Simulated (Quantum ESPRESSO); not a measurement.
## Core-hole calculation of the Zn K edge in ZnCu (Pm-3m)

What does one-electron theory with a core hole give for the Zn K edge of ZnCu (Pm-3m)?

Main program and level: Quantum ESPRESSO 7.5; X-ray absorption near-edge structure, plane-wave PAW PBE, one-electron final states by a Lanczos continued fraction.

### 1. Starting point

Symmetry: Pm-3m, No. 221, cubic system. Conventional cell: a = 2.945 Å, b = 2.945 Å, c = 2.945 Å, α = 90.00°, β = 90.00°, γ = 90.00°. Nearest to Zn lie 8 Cu at 2.55 Å. Cu has 8 Zn at 2.55 Å nearest. Farther neighbours are not listed.

### 2. Ground state of the crystal

The ground state comes first: it tells whether the system has a gap, which decides how the excited electron is treated.

The PAW data sets are made with ld1.x, with reconstruction data.

The input, scf.in:

```
&control
   calculation='scf', prefix='x', pseudo_dir='../pp', outdir='tmp', tprnfor=.true.
/
&system
   ibrav=0, nat=2, ntyp=2, nbnd=16
   ecutwfc=62, ecutrho=400
   occupations='smearing', smearing='mv', degauss=0.015
/
&electrons
   conv_thr=2.0e-08, electron_maxstep=120
   mixing_beta=0.5
/
ATOMIC_SPECIES
Zn3 1.0 Zn.pbe-dn-kjpaw.UPF
Cu 1.0 Cu.pbe-dn-kjpaw.UPF
CELL_PARAMETERS angstrom
  2.94500000 0.00000000 0.00000000
  0.00000000 2.94500000 0.00000000
  0.00000000 0.00000000 2.94500000
ATOMIC_POSITIONS crystal
Zn3  0.50000000 0.50000000 0.50000000
Cu   0.00000000 0.00000000 0.00000000
K_POINTS automatic
9 9 9 0 0 0
```

Launch:

```
$ OMP_NUM_THREADS=1 mpirun --oversubscribe --bind-to none -np 4 pw.x -nk 4 -in scf.in > scf.out
```

Output:

```text
     [... banner and references ...]
using ibrav=0 with symmetry is DISCOURAGED, use correct ibrav instead

     G-vector sticks info
     --------------------

     Using Slab Decomposition

     bravais-lattice index     =            0
     lattice parameter (alat)  =       5.5652  a.u.
     unit-cell volume          =     172.3664 (a.u.)^3
     number of atoms/cell      =            2
     number of atomic types    =            2
     number of electrons       =        23.00
     number of Kohn-Sham states=           16
     kinetic-energy cutoff     =      62.0000  Ry
     charge density cutoff     =     400.0000  Ry
     scf convergence threshold =      2.0E-08
     mixing beta               =       0.5000
     number of iterations used =            8  plain     mixing
     Exchange-correlation= SLA  PW   PBX  PBC
                           (   1   4   3   4   0   0   0)

     celldm(1)=   5.565243  celldm(2)=   0.000000  celldm(3)=   0.000000
     celldm(4)=   0.000000  celldm(5)=   0.000000  celldm(6)=   0.000000

     crystal axes: (cart. coord. in units of alat)
               a(1) = (   1.000000   0.000000   0.000000 )
               a(2) = (   0.000000   1.000000   0.000000 )
               a(3) = (   0.000000   0.000000   1.000000 )

     reciprocal axes: (cart. coord. in units 2 pi/alat)
               b(1) = (  1.000000  0.000000  0.000000 )
               b(2) = (  0.000000  1.000000  0.000000 )
               b(3) = (  0.000000  0.000000  1.000000 )

     PseudoPot. #1 for Zn:     Pseudo is Projector augmented-wave + core cor, Zval = 12.0

     PseudoPot. #2 for Cu:     Pseudo is Projector augmented-wave + core cor, Zval = 11.0

     atomic species   valence    mass     pseudopotential
     Zn3              12.00     1.00000     Zn( 1.00)
     Cu               11.00     1.00000     Cu( 1.00)

     48 Sym. Ops., with inversion, found

   Cartesian axes

     site n.     atom                  positions (alat units)
         1        Zn3    tau(   1) = (   0.5000000   0.5000000   0.5000000  )
         2        Cu     tau(   2) = (   0.0000000   0.0000000   0.0000000  )

     number of k points=    35  Marzari-Vanderbilt smearing, width (Ry)=  0.0150
                       cart. coord. in units 2pi/alat
        k(    1) = (   0.0000000   0.0000000   0.0000000), wk =   0.0027435
        k(    2) = (   0.0000000   0.0000000   0.1111111), wk =   0.0164609
        k(    3) = (   0.0000000   0.0000000   0.2222222), wk =   0.0164609
        k(    4) = (   0.0000000   0.0000000   0.3333333), wk =   0.0164609
        k(    5) = (   0.0000000   0.0000000   0.4444444), wk =   0.0164609
[...]
k(   33) = (   0.3333333   0.3333333   0.4444444), wk =   0.0658436
        k(   34) = (   0.3333333   0.4444444   0.4444444), wk =   0.0658436
        k(   35) = (   0.4444444   0.4444444   0.4444444), wk =   0.0219479

     Dense  grid:    23127 G-vectors     FFT dimensions: (  36,  36,  36)

     Smooth grid:    11363 G-vectors     FFT dimensions: (  27,  27,  27)

     Initial potential from superposition of free atoms

     starting charge      22.9960, renormalised to      23.0000
     Starting wfcs are   18 randomized atomic wfcs
     Checking if some PAW data can be deallocated...

     per-process dynamical memory:    39.2 Mb

     Self-consistent Calculation

     iteration #  1     ecut=    62.00 Ry     beta= 0.50
     Davidson diagonalization with overlap
     ethr =  1.00E-02,  avg # of iterations =  4.0

     Threshold (ethr) on eigenvalues was too large:
     Diagonalizing with lowered threshold

     Davidson diagonalization with overlap
     ethr =  3.11E-04,  avg # of iterations =  2.1

     total energy              =    -456.79195600 Ry
     estimated scf accuracy    <       0.07901355 Ry

     iteration #  2     ecut=    62.00 Ry     beta= 0.50
     Davidson diagonalization with overlap
     ethr =  3.44E-04,  avg # of iterations =  2.1

     total energy              =    -456.80801476 Ry
     estimated scf accuracy    <       0.18538593 Ry

     iteration #  3     ecut=    62.00 Ry     beta= 0.50
     Davidson diagonalization with overlap
     ethr =  3.44E-04,  avg # of iterations =  2.1

     total energy              =    -456.83218735 Ry
     estimated scf accuracy    <       0.00116430 Ry

     iteration #  4     ecut=    62.00 Ry     beta= 0.50
     Davidson diagonalization with overlap
     ethr =  5.06E-06,  avg # of iterations =  5.5

     total energy              =    -456.83250366 Ry
     estimated scf accuracy    <       0.00029804 Ry

     iteration #  5     ecut=    62.00 Ry     beta= 0.50
     Davidson diagonalization with overlap
     ethr =  1.30E-06,  avg # of iterations =  1.7

     total energy              =    -456.83250266 Ry
     estimated scf accuracy    <       0.00011102 Ry

     iteration #  6     ecut=    62.00 Ry     beta= 0.50
     Davidson diagonalization with overlap
     ethr =  4.83E-07,  avg # of iterations =  1.1

     total energy              =    -456.83250686 Ry
     estimated scf accuracy    <       0.00001144 Ry

     iteration #  7     ecut=    62.00 Ry     beta= 0.50
     Davidson diagonalization with overlap
     ethr =  4.97E-08,  avg # of iterations =  2.1

     total energy              =    -456.83250961 Ry
     estimated scf accuracy    <       0.00000107 Ry

     iteration #  8     ecut=    62.00 Ry     beta= 0.50
     Davidson diagonalization with overlap
     ethr =  4.64E-09,  avg # of iterations =  1.9

     total energy              =    -456.83250947 Ry
     estimated scf accuracy    <       0.00000053 Ry

     iteration #  9     ecut=    62.00 Ry     beta= 0.50
     Davidson diagonalization with overlap
     ethr =  2.30E-09,  avg # of iterations =  1.9

     End of self-consistent calculation

          k = 0.0000 0.0000 0.0000 (  1365 PWs)   bands (ev):

     2.2748   4.8598   4.8598   5.5662   5.5662   5.5662   9.0956   9.0956
     9.9474   9.9474   9.9474  18.8508  18.8508  18.8508  23.8722  23.8724

          k = 0.0000 0.0000 0.1111 (  1390 PWs)   bands (ev):

     2.4976   4.8859   4.9076   5.5467   5.5467   5.5761   9.0820   9.1144
     9.8733   9.8733   9.9386  17.0449  19.1891  19.1891  23.9911  24.5035

          k = 0.0000 0.0000 0.2222 (  1406 PWs)   bands (ev):

     3.1457   4.9533   5.0441   5.4976   5.4976   5.6014   9.0466   9.1247
[...]
k = 0.0000 0.0000 0.3333 (  1426 PWs)   bands (ev):

[...]
k = 0.0000 0.0000 0.4444 (  1414 PWs)   bands (ev):

[...]
k = 0.3333 0.3333 0.4444 (  1426 PWs)   bands (ev):

[...]
k = 0.3333 0.4444 0.4444 (  1427 PWs)   bands (ev):

[...]
9.9433  10.1492  13.0621  14.3515  15.4884  16.9320  18.6362  20.5674

          k = 0.4444 0.4444 0.4444 (  1418 PWs)   bands (ev):

     4.9669   4.9958   4.9958   5.8286   5.8286   8.2854   8.4373   8.4373
    10.1572  10.1572  14.5015  16.1659  16.1659  16.5427  18.2685  18.2685

     the Fermi energy is    12.6979 ev

!    total energy              =    -456.83250957 Ry
     total all-electron energy =     -6902.109296 Ry
     estimated scf accuracy    <          7.0E-09 Ry
     smearing contrib. (-TS)   =       0.00002870 Ry
     internal energy E=F+TS    =    -456.83253827 Ry

     The total energy is F=E-TS. E is the sum of the following terms:
     one-electron contribution =     -80.77315049 Ry
     hartree contribution      =      74.22058410 Ry
     xc contribution           =     -91.85355526 Ry
     ewald contribution        =    -173.14515332 Ry
     one-center paw contrib.   =    -185.28126330 Ry

     convergence has been achieved in   9 iterations

     Forces acting on atoms (cartesian axes, Ry/au):

     atom    1 type  1   force =     0.00000000    0.00000000    0.00000000
     atom    2 type  2   force =     0.00000000    0.00000000    0.00000000

     Total force =     0.000000     Total SCF correction =     0.000000

     XML data file, charge density, pseudopotentials, collected wavefunctions

=------------------------------------------------------------------------------=
   JOB DONE.
=------------------------------------------------------------------------------=
```

Run time: 6.9 s. Hardware: 4 MPI ranks of Intel Xeon Platinum 8259CL at 2.50GHz (Skylake/Cascade Lake), shared host; peak memory 0.08 GiB.

Absorbing atoms carry a label of their own (element plus a letter or digit), as the spectrum program needs them as separate species.

The mesh shows no gap, so the system is treated as a metal and the core electron is put at the Fermi level (neutral cell).

### 3. Spectrum without a core hole, Zn atom 1

This cheap baseline ignores the attraction of the hole: it shows the absorber's empty states as they are in the ground state.

The absorber has 8 Cu at 2.55 Å and 6 Zn at 2.94 Å (cube and octahedron, as in bcc, site symmetry m-3m).

The input, xspectra.in:

```
&input_xspectra
   calculation='xanes_dipole', edge='K'
   prefix='x', outdir='tmp', xiabs=1, xe0=12.6979
   xonly_plot=.false., x_save_file='xanes.sav'
   xniter=3000, xcheck_conv=20, xerror=0.005
   xcoordcrys=.false., xepsilon(1)=1, xepsilon(2)=0, xepsilon(3)=0
/
&plot
   xnepoint=413, xemin=-10, xemax=45, terminator=.true., cut_occ_states=.true.
   xgamma=0.4
/
&pseudos
   filecore='../Zn.wfc'
/
&cut_occ
   cut_desmooth=0.1, cut_stepl=0.05, cut_stepu=0.05, cut_ierror=1e-5
/
8 8 8 0 0 0
```

Launch:

```
$ OMP_NUM_THREADS=1 mpirun --oversubscribe --bind-to none -np 4 xspectra.x -nk 4 -in xspectra.in > xspectra.out
```

Output:

```text
     [... banner and references ...]
Reading input_file

     calculation: xanes_dipole

     xepsilon  [cartesian coordinates]:   1.000000   0.000000   0.000000

     xonly_plot: FALSE
        => complete calculation: Lanczos + spectrum plot

     filecore (core-wavefunction file): ../Zn.wfc

     main plot parameters:
        cut_occ_states: TRUE
        gamma_mode:  constant
        -> using xgamma [eV]:  0.40
        xemin [eV]: -10.00
        xemax [eV]:  45.00
        xnepoint:  413
        xe0 [eV]:  12.697900 (energy zero read in input file)

[...]
Results of STEP 1 successfully written in x_save_file
     x_save_file name:
     ->  xanes.sav
     x_save_file version:  2

     ... End STEP 1 ...

     ... Begin STEP 2 ...

     The spectrum is calculated using the following parameters:
        xe0 [eV]:   12.6979
        the occupied states are elimintate from the spectrum
        xemin [eV]: -10.00
        xemax [eV]:  45.00
        xnepoint:  413
        constant broadening parameter [eV]:    0.400
        Core level energy [eV]:  -9659.
         (from electron binding energy of neutral atoms in X-ray data booklet)

     Cross-section successfully written in xanes.dat

     ... End STEP 2 ...

                                END JOB XSpectra
```

Elapsed: 20 s, on 4 MPI ranks; peak memory 0.09 GiB; 78 s of CPU time.

The core hole lives too briefly for so narrow a line (tabulated full width 1.7 eV). The run keeps xgamma small, and the tables are broadened afterwards: Lorentzian half width 0.83 eV up to 4 eV, rising linearly to 1.75 eV at 25 eV (not a setting of the program: the run's 0.4 eV curve was folded afterwards with a further Lorentzian).

The Zn K spectrum, Zn atom 1, no core hole (energy from the energy zero of the input (xe0, at the border of filled and empty states); intensity scaled to a mean of 1 over the first 20 eV; folded afterwards to Lorentzian half width 0.83 eV up to 4 eV, rising linearly to 1.75 eV at 25 eV; the points at xe0, where the cut of filled states can leave a spike, are interpolated):

| E (eV) | intensity |
| --- | --- |
| -2.00 | 0.09 |
| -1.25 | 0.12 |
| -0.50 | 0.17 |
| 0.25 | 0.27 |
| 1.00 | 0.38 |
| 1.75 | 0.44 |
| 2.50 | 0.47 |
| 3.25 | 0.56 |
| 4.00 | 0.68 |
| 4.75 | 0.78 |
| 5.50 | 0.90 |
| 6.25 | 0.97 |
| 7.00 | 1.04 |
| 7.75 | 1.09 |
| 8.50 | 1.12 |
| 9.25 | 1.13 |
| 10.00 | 1.11 |
| 10.75 | 1.11 |
| 11.50 | 1.18 |
| 12.25 | 1.19 |
| 13.00 | 1.17 |
| 13.75 | 1.23 |
| 14.50 | 1.36 |
| 15.25 | 1.45 |
| 16.00 | 1.43 |
| 16.75 | 1.32 |
| 17.50 | 1.21 |
| 18.25 | 1.15 |
| 19.00 | 1.11 |
| 19.75 | 1.10 |
| 20.50 | 1.07 |
| 21.25 | 1.04 |
| 22.00 | 1.03 |
| 22.75 | 1.04 |
| 23.50 | 1.10 |
| 24.25 | 1.16 |
| 25.00 | 1.18 |
| 25.75 | 1.17 |
| 26.50 | 1.16 |
| 27.25 | 1.15 |
| 28.00 | 1.16 |
| 28.75 | 1.18 |
| 29.50 | 1.21 |
| 30.25 | 1.26 |
| 31.00 | 1.31 |
| 31.75 | 1.34 |

Main maxima below 30 eV (height): 9.1 eV (1.14), 12.0 eV (1.20), 15.5 eV (1.45) and 25.0 eV (1.18). A K edge sees empty p states on the absorber.

### 4. Supercell without a hole, the energy reference

The photon energy needs a difference of total energies, so the cell and mesh of the coming hole run are first run without a hole.

The input, scf.in:

```
&control
   calculation='scf', prefix='x', pseudo_dir='../pp', outdir='tmp', tprnfor=.true.
/
&system
   ibrav=0, nat=16, ntyp=2, nbnd=114
   ecutwfc=62, ecutrho=400
   occupations='smearing', smearing='mv', degauss=0.015
/
&electrons
   conv_thr=1.6e-07, electron_maxstep=120
   mixing_beta=0.5
/
ATOMIC_SPECIES
Zn 1.0 Zn.pbe-dn-kjpaw.UPF
Cu 1.0 Cu.pbe-dn-kjpaw.UPF
CELL_PARAMETERS angstrom
  5.89000000 0.00000000 0.00000000
  0.00000000 5.89000000 0.00000000
  0.00000000 0.00000000 5.89000000
ATOMIC_POSITIONS crystal
Zn   0.25000000 0.25000000 0.25000000
Zn   0.25000000 0.25000000 0.75000000
Zn   0.25000000 0.75000000 0.25000000
Zn   0.75000000 0.25000000 0.25000000
Zn   0.25000000 0.75000000 0.75000000
Zn   0.75000000 0.25000000 0.75000000
Zn   0.75000000 0.75000000 0.25000000
Zn   0.75000000 0.75000000 0.75000000
Cu   0.00000000 0.00000000 0.00000000
Cu   0.00000000 0.00000000 0.50000000
Cu   0.00000000 0.50000000 0.00000000
Cu   0.50000000 0.00000000 0.00000000
Cu   0.00000000 0.50000000 0.50000000
Cu   0.50000000 0.00000000 0.50000000
Cu   0.50000000 0.50000000 0.00000000
Cu   0.50000000 0.50000000 0.50000000
K_POINTS automatic
5 5 5 0 0 0
```

Launch:

```
$ OMP_NUM_THREADS=1 mpirun --oversubscribe --bind-to none -np 4 pw.x -nk 4 -in scf.in > scf.out
```

Output:

```text
     [... banner and references ...]
[banner, memory and clock lines left out]
Found identity + (  0.0000  0.0000 -0.5000) symmetry
     This is a supercell, fractional translations are disabled
     using ibrav=0 with symmetry is DISCOURAGED, use correct ibrav instead

     G-vector sticks info

     bravais-lattice index     =            0
     lattice parameter (alat)  =      11.1305  a.u.
     unit-cell volume          =    1378.9308 (a.u.)^3
[...]
atom    3 type  1   force =     0.00002870   -0.00002870    0.00002870
[...]
atom   15 type  2   force =     0.00000000    0.00000000    0.00000000
     atom   16 type  2   force =     0.00000000    0.00000000    0.00000000

     Total force =     0.000141     Total SCF correction =     0.000263
     SCF correction compared to forces is large: reduce conv_thr to get better values

     XML data file, charge density, pseudopotentials, collected wavefunctions
[key lines of the parts left out:]
!    total energy              =   -3654.66500388 Ry
the Fermi energy is    12.7684 ev
convergence has been achieved in  11 iterations
```

The job ended after 2.1 min (4 MPI ranks; peak memory 0.43 GiB; 8.5 min of CPU time).

Reference energy: -751263.915 eV with the cores included.

### 5. The atom with a core hole

The final state has one core electron fewer, so a PAW data set is made for an atom with that hole.

The input, Zn.pbe-dn-kjpaw-1sch.ld1.in:

```
&input
   title='Zn', zed=30., rel=1, iswitch=3, dft='PBE',
   config='1s1 2s2 2p6 3s2 3p6 4s2 4p1 3d10'
/
&inputp
   file_pseudopw='Zn.pbe-dn-kjpaw-1sch.UPF', author='',
   lpaw=.true.,
   pseudotype=3,
   lloc=-1,
   rcloc=1.9,
   which_augfun='PSQ',
   rmatch_augfun_nc=.true.,
   nlcc=.true.,
   new_core_ps=.true.,
   rcore=1.0,
   tm=.true.,
   zval=13,
   lgipaw_reconstruction=.true., use_paw_as_gipaw=.true.
/
6
4S  1  0  2.00  0.00  1.08  2.20  0.0
4S  1  0  0.00  6.10  1.08  2.20  0.0
4P  2  1  1.00  0.00  1.08  2.20  0.0
4P  2  1  0.00  6.30  1.08  2.20  0.0
3D  3  2  10.00  0.00  1.08  1.70  0.0
3D  3  2  0.00  -0.80  1.08  1.70  0.0
```

Launch:

```
$ ld1.x < Zn.pbe-dn-kjpaw-1sch.ld1.in > Zn.pbe-dn-kjpaw-1sch.ld1.out
```

Output:

```text
     [... banner and references ...]
PAW data will be used for GIPAW calculation
     --------------------------- All-electron run ----------------------------

     Zn
     scalar relativistic calculation

     atomic number is 30.00
     dft =PBE   lsd =0 sic =0 latt =0  beta=0.20 tr2=1.0E-14
     Exchange-correlation= PBE
                           (   1   4   3   4   0   0   0)
     mesh =1201 r(mesh) =  99.36527 a.u. xmin = -7.00 dx = 0.01250
     1 Ry =  13.60569312 eV, c = 137.03599908

     n l     nl                  e(Ry)          e(Ha)          e(eV)
     1 0     1S 1( 1.00)      -725.9322      -362.9661     -9876.8112
     2 0     2S 1( 2.00)       -90.7856       -45.3928     -1235.2011
     2 1     2P 1( 6.00)       -80.5606       -40.2803     -1096.0828
[...]
3 2     3D 1(10.00)        -1.4367        -0.7184       -19.5474

     final scf error:  3.3E-15 reached in  24 iterations

     Etot =   -2879.255214 Ry,   -1439.627607 Ha,  -39174.262869 eV

     Ekin =    2917.422695 Ry,    1458.711348 Ha,   39693.557899 eV
     Encl =   -7116.929438 Ry,   -3558.464719 Ha,  -96830.757914 eV
     Eh   =    1445.886972 Ry,     722.943486 Ha,   19672.294438 eV
     Exc  =    -125.635444 Ry,     -62.817722 Ha,   -1709.357292 eV

     normalization and overlap integrals

     s(1S/1S) =  1.000000  <r> =   0.0498  <r2> =    0.0033  r(max) =   0.0325
     s(1S/2S) = -0.004489
     s(1S/3S) = -0.001676
     s(1S/4S) = -0.000436
     s(2S/2S) =  1.000000  <r> =   0.2207  <r2> =    0.0575  r(max) =   0.1848
[...]
s(2P/2P) =  1.000000  <r> =   0.1913  <r2> =    0.0448  r(max) =   0.1475
     s(2P/3P) = -0.000806
     s(2P/4P) = -0.000140
     s(3S/3S) =  1.000000  <r> =   0.6600  <r2> =    0.5030  r(max) =   0.5691
[...]
Encl =   -7116.929438 Ry,   -3558.464719 Ha,  -96830.757914 eV
     Eh   =    1445.886972 Ry,     722.943486 Ha,   19672.294438 eV
     Exc  =    -125.635444 Ry,     -62.817722 Ha,   -1709.357292 eV

     normalization and overlap integrals

[...]
s(2S/4S) = -0.000253
     s(2P/2P) =  1.000000  <r> =   0.1913  <r2> =    0.0448  r(max) =   0.1475
     s(2P/3P) = -0.000806
     s(2P/4P) = -0.000140
     s(3S/3S) =  1.000000  <r> =   0.6600  <r2> =    0.5030  r(max) =   0.5691
     s(3S/4S) = -0.000149
     s(3P/3P) =  1.000000  <r> =   0.6807  <r2> =    0.5466  r(max) =   0.5691
     s(3P/4P) = -0.000088
     s(4S/4S) =  1.000000  <r> =   2.3737  <r2> =    6.5601  r(max) =   1.9132
     s(4P/4P) =  1.000000  <r> =   3.4137  <r2> =   14.1146  r(max) =   2.5505
     s(3D/3D) =  1.000000  <r> =   0.8069  <r2> =    0.8543  r(max) =   0.5346

     ------------------------ End of All-electron run ------------------------

     ---------------------- Testing the pseudopotential ----------------------

     Zn
     scalar relativistic calculation

     atomic number is 30.00   valence charge is 13.00
     dft = SLA  PW   PBX  PBC   lsd =0 sic =0 latt =0  beta=0.20 tr2=1.0E-14
     mesh =1201 r(mesh) =  99.36527 xmin = -7.00 dx = 0.01250

     n l     nl             e AE (Ry)        e PS (Ry)    De AE-PS (Ry)
     1 0     4S   1( 2.00)       -0.64329       -0.64329        0.00000
     2 1     4P   1( 1.00)       -0.19259       -0.19259        0.00000
     3 2     3D   1(10.00)       -1.43671       -1.43671        0.00000

     eps = 1.6E-18  iter =  4

     Etot =   -2879.255214 Ry,   -1439.627607 Ha,  -39174.262869 eV
     Etotps =  -252.820603 Ry,    -126.410302 Ha,   -3439.799540 eV

     Ekin =     270.130774 Ry,     135.065387 Ha,    3675.316414 eV
     Encl =    -543.072709 Ry,    -271.536354 Ha,   -7388.880621 eV
     Ehrt =     145.756771 Ry,      72.878385 Ha,    1983.121891 eV
     Ecxc =    -125.635439 Ry,     -62.817719 Ha,   -1709.357225 eV
     (Ecc =     -19.782576 Ry,      -9.891288 Ha,    -269.155657 eV)

     ---------------------- End of pseudopotential test ----------------------
```

Wall time 0.98 s (1 MPI rank); peak memory 0.13 GiB.

Removing the core electron and adding it to the valence shell costs the free atom 9695.0 eV.

(Continued in part 2 of 4.)

[Banner, clock and machine lines of the logs are left out without a mark of their own.]

[Logs are printed without paths, hosts, clocks, repeated set-up lines and the standing remarks that a program may print on its own settings, such as how far it seeks lower states.]

[Hosts, paths, dates, database ids (printed as entryN), source tags and the programs' standing remarks are cut or masked in the printed files.]

[Lists of maxima count a maximum above −3 eV only where it reaches 4 % of the highest in the window and stands out from its surroundings by 2 % of it (1.5 % where it reaches 55 %); shoulders and weaker maxima are passed over, and of the rest the first, up to two pre-edge ones and the few strongest are named.]
